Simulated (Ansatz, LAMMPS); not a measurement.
**Ga2O3 with crystalline order left by the classical run (95 atoms) under strain**

How stiff is Ga2O3 with crystalline order left by the classical run (95 atoms), and how do its levels respond to strain?

Main program and level: Ansatz 0.2.0; Kohn-Sham DFT, PBE, PAW (set soft_1), plane waves; PAW set soft_1.

### Step 1. The starting structure

The cell holds 95 atoms: 38 Ga and 57 O. Cell: a = 10.077 Å, b = 10.077 Å, c = 10.077 Å, α = 90.0°, β = 90.0°, γ = 90.0°. 95 atoms (38 Fe, 57 O) placed at random at 4.97 g/cm³, melted at 5000 K for 10 ps at fixed volume with the Morse and Coulomb pair potential with partial charges (Pedone, Malavasi, Menziani, Cormack and Segre, J. Phys. Chem. B 110, 11780 (2006)). Quenched from 5000 K to 300 K at 50 K/ps and fixed volume, held 5 ps, then minimised at fixed cell. Then Fe was replaced by Ga and the cell scaled by 1.003 (the potential has no terms for the new elements, so the cell is a start for a DFT relaxation).

Limits known from the start: The quench rate of 50 K/ps far exceeds what a furnace or splat quench reaches, so expect more defects and frozen-in strain than in a real sample. The starting topology of bonds comes from the classical model, and needn't be the one that DFT or experiment would give. Sampling is at Γ alone.

### Step 2. Single point at the start

A single point comes first, to see the forces before anything moves.

input.yaml reads:

```yaml
crystal:
  lattice:
    - [10.07704, 0.0, 0.0]
    - [0.0, 10.07704, 0.0]
    - [0.0, 0.0, 10.07704]
  atoms:
    - { symbol: Ga, position: [0.2301, 0.85013, 0.32394] }
    - { symbol: Ga, position: [0.09649, 0.33002, 0.91268] }
    - { symbol: Ga, position: [0.7654, 0.59838, 0.44118] }
    - { symbol: Ga, position: [0.3599, 0.60255, 0.1907] }
    - { symbol: Ga, position: [0.84792, 0.59915, 0.80346] }
    - { symbol: Ga, position: [0.29975, 0.30662, 0.68074] }
    - { symbol: Ga, position: [0.86592, 0.85331, 0.26846] }
    - { symbol: Ga, position: [0.59069, 0.38353, 0.26614] }
    - { symbol: Ga, position: [0.69438, 0.6458, 0.1108] }
    - { symbol: Ga, position: [0.1421, 0.58052, 0.77515] }
    - { symbol: Ga, position: [0.46828, 0.92239, 0.14862] }
    - { symbol: Ga, position: [0.28508, 0.03636, 0.87912] }
    - { symbol: Ga, position: [0.11671, 0.0828, 0.58864] }
    - { symbol: Ga, position: [0.56214, 0.21119, 0.94752] }
    - { symbol: Ga, position: [0.61831, 0.74103, 0.70359] }
    - { symbol: Ga, position: [0.90885, 0.35149, 0.33916] }
    - { symbol: Ga, position: [0.86063, 0.12919, 0.78758] }
    - { symbol: Ga, position: [0.41851, 0.56108, 0.49701] }
    - { symbol: Ga, position: [0.98011, 0.35356, 0.62124] }
    - { symbol: Ga, position: [0.62925, 0.372, 0.62409] }
    - { symbol: Ga, position: [0.09544, 0.81933, 0.03975] }
    - { symbol: Ga, position: [0.83544, 0.37705, 0.04798] }
    - { symbol: Ga, position: [0.39567, 0.74825, 0.89779] }
    - { symbol: Ga, position: [0.98152, 0.09708, 0.05154] }
    - { symbol: Ga, position: [0.7396, 0.9037, 0.9522] }
    - { symbol: Ga, position: [0.99073, 0.85442, 0.74702] }
    - { symbol: Ga, position: [0.00306, 0.58856, 0.1821] }
    - { symbol: Ga, position: [0.77118, 0.09979, 0.51564] }
    - { symbol: Ga, position: [0.42561, 0.12042, 0.4142] }
    - { symbol: Ga, position: [0.05229, 0.09866, 0.31483] }
    - { symbol: Ga, position: [0.31479, 0.82531, 0.61786] }
    - { symbol: Ga, position: [0.21132, 0.35705, 0.39006] }
    - { symbol: Ga, position: [0.07006, 0.61171, 0.47825] }
    - { symbol: Ga, position: [0.53469, 0.04207, 0.68926] }
    - { symbol: Ga, position: [0.55759, 0.84921, 0.41666] }
    - { symbol: Ga, position: [0.72441, 0.12459, 0.23009] }
    - { symbol: Ga, position: [0.44307, 0.47025, 0.89951] }
    - { symbol: Ga, position: [0.32715, 0.192, 0.13756] }
    - { symbol: O, position: [0.78438, 0.79007, 0.80953] }
    - { symbol: O, position: [0.16012, 0.45348, 0.57062] }
    - { symbol: O, position: [0.53446, 0.63043, 0.83748] }
    - { symbol: O, position: [0.43392, 0.42643, 0.62414] }
    - { symbol: O, position: [0.15956, 0.71315, 0.19163] }
    - { symbol: O, position: [0.41866, 0.77427, 0.27086] }
    - { symbol: O, position: [0.89525, 0.46805, 0.49429] }
    - { symbol: O, position: [0.92801, 0.01815, 0.6462] }
    - { symbol: O, position: [0.94763, 0.70786, 0.3669] }
    - { symbol: O, position: [0.17151, 0.15438, 0.98874] }
    - { symbol: O, position: [0.69717, 0.74692, 0.3268] }
    - { symbol: O, position: [0.09786, 0.2224, 0.72473] }
    - { symbol: O, position: [0.78597, 0.00399, 0.10128] }
    - { symbol: O, position: [0.38752, 0.15185, 0.77066] }
    - { symbol: O, position: [0.90914, 0.23632, 0.93127] }
    - { symbol: O, position: [0.92714, 0.21751, 0.19432] }
    - { symbol: O, position: [0.77363, 0.53656, 0.96631] }
    - { symbol: O, position: [0.81314, 0.48788, 0.22759] }
    - { symbol: O, position: [0.2766, 0.20953, 0.51301] }
    - { symbol: O, position: [0.01136, 0.69504, 0.6439] }
    - { symbol: O, position: [0.46165, 0.06795, 0.02577] }
    - { symbol: O, position: [0.05219, 0.71296, 0.8929] }
    - { symbol: O, position: [0.8083, 0.25451, 0.65025] }
    - { symbol: O, position: [0.07127, 0.47265, 0.32012] }
    - { symbol: O, position: [0.46756, 0.88484, 0.77461] }
    - { symbol: O, position: [0.98122, 0.46214, 0.77886] }
    - { symbol: O, position: [0.23787, 0.71631, 0.47195] }
    - { symbol: O, position: [0.54892, 0.53805, 0.15986] }
    - { symbol: O, position: [0.28757, 0.68777, 0.74093] }
    - { symbol: O, position: [0.12946, 0.97135, 0.43657] }
    - { symbol: O, position: [0.96346, 0.9726, 0.90522] }
    - { symbol: O, position: [0.59348, 0.34476, 0.82037] }
    - { symbol: O, position: [0.50121, 0.71818, 0.54944] }
    - { symbol: O, position: [0.18315, 0.2304, 0.25472] }
    - { symbol: O, position: [0.33958, 0.49148, 0.34271] }
    - { symbol: O, position: [0.40922, 0.32241, 0.02023] }
    - { symbol: O, position: [0.85327, 0.01642, 0.36212] }
    - { symbol: O, position: [0.73828, 0.25509, 0.36857] }
    - { symbol: O, position: [0.24646, 0.41971, 0.82847] }
    - { symbol: O, position: [0.56977, 0.17521, 0.55793] }
    [... 11 atom lines left out ...]
    - { symbol: O, position: [0.58274, 0.0056, 0.29956] }
    - { symbol: O, position: [0.0459, 0.95882, 0.1737] }
    - { symbol: O, position: [0.27622, 0.87817, 0.98622] }
    - { symbol: O, position: [0.59222, 0.81112, 0.04398] }
    - { symbol: O, position: [0.45879, 0.24867, 0.28346] }
    - { symbol: O, position: [0.02718, 0.44884, 0.04965] }
kpoints:
  mp_grid: { grid: [1, 1, 1] }
hamiltonian:
  xc: pbe
  pseudopotentials: { kind: paw, azcp: { folder: soft_1 } }
scf:
  occupations: { method: fixed }
output:
  forces: true
```

Run with:

```console
> ansatz run input.yaml --threads 4 --pin off --max-ram 8192MiB --backend cpu --events-out ev --progress --plain --runs-dir out
```

Output:

```text
Engine: ansatz 0.2.0, x86_64-unknown-linux-gnu
Pseudopotentials: kind: paw
Pseudopotential: Ga, paw, valence charge 13, recommended cutoff 420 eV (normal), soft_1/Ga.paw.azcp
Pseudopotential: O, paw, valence charge 6, recommended cutoff 420 eV (normal), soft_1/O.paw.azcp
[... 5 lines on functional and potentials left out ...]
Crystal: 95 atoms, lattice volume = 1023.291 Å³
Basis set: ecut = 420 eV, 20005 PW (Γ), exchange–correlation on 144×144×144 points (8 copies of the dense FFT grid, shifted against one another)
Bands: 513, of which v1, the nominal top of the filled ones, is band 418 counted from 1 (417 counted from 0)
Symmetry: 1 space group operations
Space group: P1 (ITA 1), of the structure as read, at distance tolerance 1.0e-4 Å
k-points: 1
[... 5 lines on functional and potentials left out ...]
Initial density: superposition of atomic densities (chi_scale 0.1, normalization cell, long waves kept (reshape's long-wave potential 0.12 eV rms))
Initial wavefunctions: pseudopotential atomic-orbital guess
Functional: x = pbe(κ = 0.804, μ = 0.219515), c = pbe(β = 0.066725)
SCF iter   1: F=—  HF=-176135.316819 eV  |F-HF|=—  |Δ(HF+E_count)|=         —  Δρ=1.17e-1  dr2=6.34e1  ethr=3.10e-3  ⟨swp⟩=4.0  Hψ=1307  notcnv=0  defer=88
preconditioner: auto → Resta (q_TF=auto, 2.638 Å⁻¹)  ε∞=4.4  [insulator: Δε(μ)=1.586 eV  Ē_g=18.098 eV  n_scr=304 (ndim 8)  ℏωp=33.6 eV  f_vac=0.010  ε∞_Penn≈4.4]
SCF iter   2: F=—  HF=-176119.072007 eV  |F-HF|=—  |Δ(HF+E_count)|=    1.62e1  Δρ=5.31e-2  dr2=1.32e1  ethr=3.10e-3  ⟨swp⟩=2.0  Hψ=927  notcnv=0  defer=87
SCF iter   3: F=—  HF=-176114.231850 eV  |F-HF|=—  |Δ(HF+E_count)|=    4.84e0  Δρ=1.60e-2  dr2=1.95e0  ethr=1.58e-3  ⟨swp⟩=3.0  Hψ=829  notcnv=0  defer=90
SCF iter   4: F=—  HF=-176113.633861 eV  |F-HF|=—  |Δ(HF+E_count)|=   5.98e-1  Δρ=4.66e-3  dr2=1.91e-1  ethr=2.33e-4  ⟨swp⟩=2.0  Hψ=803  notcnv=0  defer=93
SCF iter   5: F=—  HF=-176113.752390 eV  |F-HF|=—  |Δ(HF+E_count)|=   1.19e-1  Δρ=3.01e-3  dr2=6.89e-2  ethr=2.28e-5  ⟨swp⟩=2.0  Hψ=967  notcnv=0  defer=93
SCF iter   6: F=—  HF=-176113.780085 eV  |F-HF|=—  |Δ(HF+E_count)|=   2.77e-2  Δρ=9.61e-4  dr2=7.96e-3  ethr=8.24e-6  ⟨swp⟩=2.0  Hψ=832  notcnv=0  defer=93
SCF iter   7: F=—  HF=-176113.780987 eV  |F-HF|=—  |Δ(HF+E_count)|=   9.02e-4  Δρ=4.63e-4  dr2=2.16e-3  ethr=9.52e-7  ⟨swp⟩=2.0  Hψ=831  notcnv=0  defer=93
SCF iter   8: F=—  HF=-176113.781695 eV  |F-HF|=—  |Δ(HF+E_count)|=   7.08e-4  Δρ=1.16e-4  dr2=1.84e-4  ethr=2.59e-7  ⟨swp⟩=2.0  Hψ=803  notcnv=0  defer=88
SCF iter   9: F=—  HF=-176113.781914 eV  |F-HF|=—  |Δ(HF+E_count)|=   2.20e-4  Δρ=1.26e-4  dr2=1.44e-4  ethr=2.21e-8  ⟨swp⟩=2.0  Hψ=844  notcnv=0  defer=87
SCF iter  10: F=—  HF=-176113.781897 eV  |F-HF|=—  |Δ(HF+E_count)|=   1.76e-5  Δρ=2.05e-5  dr2=6.47e-6  ethr=1.72e-8  ⟨swp⟩=2.0  Hψ=828  notcnv=0  defer=87
SCF iter  11: F=—  HF=-176113.783061 eV  |F-HF|=—  |Δ(HF+E_count)|=   1.16e-3  Δρ=1.89e-5  dr2=3.27e-6  ethr=7.74e-10  ⟨swp⟩=2.0  Hψ=844  notcnv=0  defer=87
SCF iter  12: F=—  HF=-176113.783061 eV  |F-HF|=—  |Δ(HF+E_count)|=   2.30e-7  Δρ=8.33e-6  dr2=6.44e-7  ethr=3.91e-10  ⟨swp⟩=2.0  Hψ=844  notcnv=0  defer=87
SCF iter  13: F=-176113.783061 eV  HF=-176113.783061 eV  |F-HF|=5.07e-8  |Δ(HF+E_count)|=   9.23e-8  Δρ=2.14e-6  dr2=5.28e-8  ethr=1.20e-11  ⟨swp⟩=2.0  Hψ=1738  notcnv=0
SCF 1 converged in 13 iterations: F = -176113.783061 eV  dr2 = 5.28e-8
  greatest PAW one-centre occupation: 0.998 electrons in one spin orbital (limit 2), on the Ga atom at site 22 (counted from 0), in its partial waves of l = 2
SCF converged after 13 iterations
Free energy (F): -176113.783061 eV
Harris-Foulkes:  -176113.783061 eV  (|F-HF|=5.07e-8)
Internal energy: -176113.783061 eV  (E = F + TS)
E sigma→0 (E₀):  -176113.783061 eV
Fermi energy:    8.232955 eV
--- Per-component energies (eV) ---
  E_band       = -1202.341064
  E_kinetic    = 13797.355418
  E_local      = -66714.962587  (includes V_loc(G=0)·N_el)
  E_nonlocal   = -323.449302
  E_hartree    = 38917.871302
  E_xc         = -6399.034684
  E_vxc        = -7234.914382  (∫ρ·V_xc dr)
  E_paw        = -85310.557479  (= ΣΔE_a)
  E_vpaw       = -18562.150721  (= ΣTr[D̂ρ^β])
  E_aug_tail   = 0.036502  (compensation charges beyond the density's cutoff)
  E_ewald      = -70081.042231
  E_smearing   = -0.000000  (= −TS)
  E_closure    = 0.000000  (closes the sum)
  Σ components = -176113.783061   (vs F -176113.783061, Δ=0.00e0)
--- Forces (eV/Å), atoms counted from 1 ---
  atom   1  Ga     0.62088738     0.12169919     0.24549011
  atom   2  Ga    -0.09492517    -0.34949533     0.20184258
  atom   3  Ga     0.23135328     0.27128763    -0.21214994
  atom   4  Ga     0.88540221     0.69814598    -0.13997068
  atom   5  Ga    -0.11703858    -0.01696936     0.15662371
  atom   6  Ga    -0.34398854    -0.55772366    -0.41468177
  atom   7  Ga    -0.22314584    -0.53279640     0.22764530
  atom   8  Ga     0.10146325    -0.21515055    -0.04263674
  atom   9  Ga     0.15963889     0.10846672    -0.03085629
  atom  10  Ga    -0.40944450     0.98615038    -0.58854068
  atom  11  Ga     0.24846873     0.59805841     0.71061310
  atom  12  Ga    -0.21441948    -0.05359840    -0.10826473
  atom  13  Ga    -0.01974255    -0.06757190     0.46053098
  atom  14  Ga    -0.31568576     0.16773561     0.46549096
[...]
atom  94  O     -0.17937009     0.25802665    -0.26625947
  atom  95  O     -0.45185250    -0.54118661    -0.32341104
  max |Σ_I F_I| component: 3.98e-5 eV/Å
```

It took 11 s on 4 threads of Intel Xeon Platinum 8559C (Emerald Rapids), shared host; peak memory 1.7 GiB; 41 s of CPU time.

The r.m.s. force at the start is 0.34 eV/Å.

(Part 1 of 3 ends here.)

[Long decimals in the printed logs are rounded to 6 places.]

[Logs are printed without paths, hosts, clocks, repeated set-up lines and the standing remarks that a program may print on its own settings, such as how far it seeks lower states.]

[Hosts, paths, dates, database ids (printed as entryN), source tags and the programs' standing remarks are cut or masked in the printed files.]
